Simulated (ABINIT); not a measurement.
# RbCaH3 (Pm-3m): G0W0 in ABINIT against the wavefunction cutoff in GW, part 2 of 2

Wanted: the cheapest wavefunction cutoff in GW that holds the gap of RbCaH3 (Pm-3m).

ABINIT 10.8.3; LDA and many-body steps on it, plane waves. Known limits of the many-body steps: not at the basis limit; no spin-orbit coupling; coarse k mesh.

So far. Step 2 (Screening, 2×2×2 mesh, 49 bands, screening to 106.1 eV): Local fields lower ε∞ by 11 %. On a Γ-centred mesh this coarse the value itself is usually too large, while a short band sum pulls it down. Step 5 (15.5 Ha): The gap on the mesh goes from 2.93 eV to 5.37 eV, a correction of +2.44 eV.

## 6. Screening, 2×2×2 mesh, 49 bands, screening to 106.1 eV

This step: RPA screening on LDA, plane waves, norm-conserving pseudopotentials.

File run.abi:

```
acell 3*1.0 Angstrom
rprim 
  4.547000000000 0.000000000000 0.000000000000
  0.000000000000 4.547000000000 0.000000000000
  0.000000000000 0.000000000000 4.547000000000
ntypat 3
znucl 37 20 1
natom 5
typat 1 2 3 3 3
xred 
  0.000000000000 0.000000000000 0.000000000000
  0.500000000000 0.500000000000 0.500000000000
  0.000000000000 0.500000000000 0.500000000000
  0.500000000000 0.000000000000 0.500000000000
  0.500000000000 0.500000000000 0.000000000000
pp_dirpath "pseudos"
pseudos "Rb.upf, Ca.upf, H.upf"
ecut 31
ngkpt 2 2 2
nshiftk 1
shiftk 0 0 0
kptopt 1
chksymbreak 0
istwfk *1
occopt 1
irdwfk 1
optdriver 3
nband 49
ecuteps 3.9
inclvkb 2
awtr 1
symchi 1
ecutwfn 23.2
indata_prefix "in"
outdata_prefix "out"
tmpdata_prefix "tmp"
```

Command:

```console
$ OMP_NUM_THREADS=1 mpirun -n 4 abinit run.abi > log
```

The log of the run:

```text
.Version 10.8.3 of ABINIT. v10.8.2 released Aug 2026.

 Symmetries : space group Pm -3 m (#221); Bravais cP (primitive cubic)
[... echo of the input left out ...]
== DATASET  1 ==================================================================
-   mpi_nproc: 4, omp_nthreads: 1 (-1 if OMP is not activated)

--- !DatasetInfo
iteration_state: {dtset: 1, }
dimensions: {natom: 5, nkpt: 4, mband: 49, nsppol: 1, nspinor: 1, nspden: 1, mpw: 3448, }
cutoff_energies: {ecut:  23.2, pawecutdg:  -1.0, }
[...]
--------------------------------------------------------------------------------
[... chi0 elements left out ...]
 For q-point:  0.000010 0.000020 0.000030
  dielectric constant =   3.7934
  dielectric constant without local fields =   4.2842

  Average fulfillment of the sum rule on Im[epsilon] for q-point    1 :     53.91  [%]
[... wings left out ...]
  q-point number  2        q = ( 0.500000, 0.000000, 0.000000) [r.l.u.]
--------------------------------------------------------------------------------
[... chi0 elements left out ...]
  Average fulfillment of the sum rule on Im[epsilon] for q-point    2 :     65.51  [%]

 [... 2 further q-points ...]
```

It took 4.5 s on 4 MPI ranks of Arm Neoverse V1, shared host; peak memory 0.42 GiB.

Numbers from this step:

* ε∞ with local fields, on this mesh, along the program's q direction: 3.793
* the same without local fields: 4.284
* plasma frequency: 17.96 eV
* plane waves in the screening matrix: 251

## 7. 23.2 Ha

This step: G0W0 on LDA, plane waves, norm-conserving pseudopotentials.

run.abi: that of step 6 with these lines changed.

```diff
@@ -26,8 +26,17 @@
 irdwfk 1
-optdriver 3
+optdriver 4
 nband 49
+gwcalctyp 0
+ecutsigx 23.2
+symsigma 1
+nkptgw 2
+kptgw 
+  0.5000000000 0.5000000000 0.0000000000
+  0.0000000000 0.0000000000 0.0000000000
+bdgw 
+  10 14
+  10 14
 ecuteps 3.9
-inclvkb 2
-awtr 1
-symchi 1
+irdscr 1
+ppmodel 1
 ecutwfn 23.2
```

The log of the run:

```text
.Version 10.8.3 of ABINIT. v10.8.2 released Aug 2026.

 Symmetries : space group Pm -3 m (#221); Bravais cP (primitive cubic)
[... echo of the input left out ...]
== DATASET  1 ==================================================================
-   mpi_nproc: 4, omp_nthreads: 1 (-1 if OMP is not activated)

--- !DatasetInfo
iteration_state: {dtset: 1, }
dimensions: {natom: 5, nkpt: 4, mband: 49, nsppol: 1, nspinor: 1, nspden: 1, mpw: 3448, }
cutoff_energies: {ecut:  23.2, pawecutdg:  -1.0, }
[...]
Band     E0 <VxcDFT>   SigX SigC(E0)      Z dSigC/dE  Sig(E)    E-E0       E
[...]
13   5.719 -13.158  -5.916  -3.760   0.783  -0.277 -10.431   2.727   8.446
       14   5.719 -13.158  -5.916  -3.760   0.783  -0.277 -10.431   2.727   8.446

== END DATASET(S) ==============================================================
================================================================================

 -outvars: echo values of variables after computation  --------
           etotal      0.0000000000E+00
            nband          49
             nkpt           4
          spgroup         221
 [... the other variables as echoed above ...]

 Calculation completed.
```

Run time: 5.2 s. Hardware: 4 MPI ranks; peak memory 0.52 GiB; 20 s of CPU time.

This step gave:

```
G0W0 gap on the points computed              : 5.368 eV
starting gap on the mesh                     : 2.932 eV
k of the valence top                         : 0.5, 0.5, 0
k of the conduction bottom                   : 0.5, 0.5, 0
least direct G0W0 gap on the computed points : 5.368 eV
```

Against the run before, the gap moves by −0.003 eV.

## 8. Screening, 2×2×2 mesh, 49 bands, screening to 106.1 eV

This step: RPA screening on LDA, plane waves, norm-conserving pseudopotentials.

run.abi: that of step 7 with these lines changed.

```diff
@@ -26,18 +26,8 @@
 irdwfk 1
-optdriver 4
+optdriver 3
 nband 49
-gwcalctyp 0
-ecutsigx 23.2
-symsigma 1
-nkptgw 2
-kptgw 
-  0.5000000000 0.5000000000 0.0000000000
-  0.0000000000 0.0000000000 0.0000000000
-bdgw 
-  10 14
-  10 14
 ecuteps 3.9
-irdscr 1
-ppmodel 1
-ecutwfn 23.2
+inclvkb 2
+awtr 1
+symchi 1
 indata_prefix "in"
```

The log of the run:

```text
.Version 10.8.3 of ABINIT. v10.8.2 released Aug 2026.

 Symmetries : space group Pm -3 m (#221); Bravais cP (primitive cubic)
[... echo of the input left out ...]
== DATASET  1 ==================================================================
-   mpi_nproc: 4, omp_nthreads: 1 (-1 if OMP is not activated)

--- !DatasetInfo
iteration_state: {dtset: 1, }
dimensions: {natom: 5, nkpt: 4, mband: 49, nsppol: 1, nspinor: 1, nspden: 1, mpw: 5248, }
cutoff_energies: {ecut:  31.0, pawecutdg:  -1.0, }
[...]
--------------------------------------------------------------------------------
[... chi0 elements left out ...]
 For q-point:  0.000010 0.000020 0.000030
  dielectric constant =   3.7937
  dielectric constant without local fields =   4.2845

  Average fulfillment of the sum rule on Im[epsilon] for q-point    1 :     53.91  [%]
[... wings left out ...]
  q-point number  2        q = ( 0.500000, 0.000000, 0.000000) [r.l.u.]
--------------------------------------------------------------------------------
[... chi0 elements left out ...]
  Average fulfillment of the sum rule on Im[epsilon] for q-point    2 :     65.51  [%]

 [... 2 further q-points ...]
```

Wall time 5.2 s (4 MPI ranks); peak memory 0.5 GiB.

Numbers from this step:

```
ε∞ with local fields, on this mesh, along the program's q direction : 3.794
the same without local fields                                       : 4.285
plasma frequency                                                    : 17.96 eV
plane waves in the screening matrix                                 : 251
```

## 9. 31 Ha

This step: G0W0 on LDA, plane waves, norm-conserving pseudopotentials.

run.abi: that of step 8 with these lines changed.

```diff
@@ -26,8 +26,17 @@
 irdwfk 1
-optdriver 3
+optdriver 4
 nband 49
+gwcalctyp 0
+ecutsigx 31
+symsigma 1
+nkptgw 2
+kptgw 
+  0.5000000000 0.5000000000 0.0000000000
+  0.0000000000 0.0000000000 0.0000000000
+bdgw 
+  10 14
+  10 14
 ecuteps 3.9
-inclvkb 2
-awtr 1
-symchi 1
+irdscr 1
+ppmodel 1
 indata_prefix "in"
```

The log of the run:

```text
.Version 10.8.3 of ABINIT. v10.8.2 released Aug 2026.

 Symmetries : space group Pm -3 m (#221); Bravais cP (primitive cubic)
[... echo of the input left out ...]
== DATASET  1 ==================================================================
-   mpi_nproc: 4, omp_nthreads: 1 (-1 if OMP is not activated)

--- !DatasetInfo
iteration_state: {dtset: 1, }
dimensions: {natom: 5, nkpt: 4, mband: 49, nsppol: 1, nspinor: 1, nspden: 1, mpw: 5248, }
cutoff_energies: {ecut:  31.0, pawecutdg:  -1.0, }
[...]
Band     E0 <VxcDFT>   SigX SigC(E0)      Z dSigC/dE  Sig(E)    E-E0       E
[...]
13   5.719 -13.158  -5.920  -3.761   0.783  -0.277 -10.435   2.723   8.442
       14   5.719 -13.158  -5.920  -3.761   0.783  -0.277 -10.435   2.723   8.442

== END DATASET(S) ==============================================================
================================================================================

 -outvars: echo values of variables after computation  --------
           etotal      0.0000000000E+00
            nband          49
             nkpt           4
          spgroup         221
 [... the other variables as echoed above ...]

 Calculation completed.
```

It took 5.5 s on 4 MPI ranks; peak memory 0.64 GiB.

This step gave:

```yaml
g0w0_gap_on_the_points_computed: 5.367 eV
starting_gap_on_the_mesh: 2.932 eV
k_of_the_valence_top: 0.5, 0.5, 0
k_of_the_conduction_bottom: 0.5, 0.5, 0
least_direct_g0w0_gap_on_the_computed_points: 5.367 eV
```

Against the run before, the gap moves by −0.001 eV.

## 10. The runs together

Times are wall times on 4 MPI ranks of Arm Neoverse V1, shared host, good to a factor of about two. A run's time includes the screening step that it read.

```
    run   mesh  bands  screening cutoff (eV)  DFT gap (eV)  gap on the mesh (eV)  direct (eV)  ε∞ used   time
 9.3 Ha  2×2×2     49                  106.1         2.932                 5.367        5.367     3.78    8 s
15.5 Ha  2×2×2     49                  106.1         2.932                 5.371        5.371     3.79  8.7 s
23.2 Ha  2×2×2     49                  106.1         2.932                 5.368        5.368     3.79  9.7 s
  31 Ha  2×2×2     49                  106.1         2.932                 5.367        5.367     3.79   11 s
```

## 11. What came out

| Quantity | Value |
| --- | --- |
| 9.3 Ha | 5.367 eV |
| 15.5 Ha | 5.371 eV |
| 23.2 Ha | 5.368 eV |
| 31 Ha | 5.367 eV |
| known limits | not at the basis limit; no spin-orbit coupling; coarse k mesh |

In words: The setting moved: wavefunction cutoff in GW. From 9.3 Ha to 31 Ha the gap moves by +0.00 eV. It holds to 0.03 eV from 9.3 Ha on. Bands and screening cutoff are coupled, so a series along one setting does not show full convergence. The exchange cutoff follows the wavefunction cutoff here. Bands and cutoff are finite, so the gap is not at the basis limit. The miss can reach some tenths of an eV and take either sign; the mesh is an error of its own. In the first G0W0 run levels were corrected at 2 k points alone, so a gap called «on the mesh» is the least over those, and an edge elsewhere would be missed. The 2×2×2 mesh is coarse for this cell, which bears on the long-range parts of exchange and screening. This is the ideal cubic cell; many perovskites, halides above all, are cubic only on average, and local tilts or off-centring can widen the gap. The many-body steps are scalar-relativistic: spin-orbit coupling is not in them.

[Paths, hosts, dates, memory and timing lines, banners, echoed tables and standing remarks are left out of the program output.]

[Logs are printed without paths, hosts, clocks, repeated set-up lines and the standing remarks that a program may print on its own settings, such as how far it seeks lower states.]

[Runs of the session that timed out or met a known fault of the program may be left out.]

[No measured gap is set beside runs whose start may be inverted or whose files or cutoffs have a known fault.]

[Hosts, paths, dates, database ids (printed as entryN), source tags and the programs' standing remarks are cut or masked in the printed files.]

[G0W0 gaps are taken among the corrected bands and points alone; a level outside them can change the order at an edge.]

[Where Ansatz stands beside ABINIT at settings called matched, ABINIT's density can come from a denser mesh and the files from another edition; pairs whose starting gaps differed by over 0.03 eV were left out, so agreement reads better than it is.]
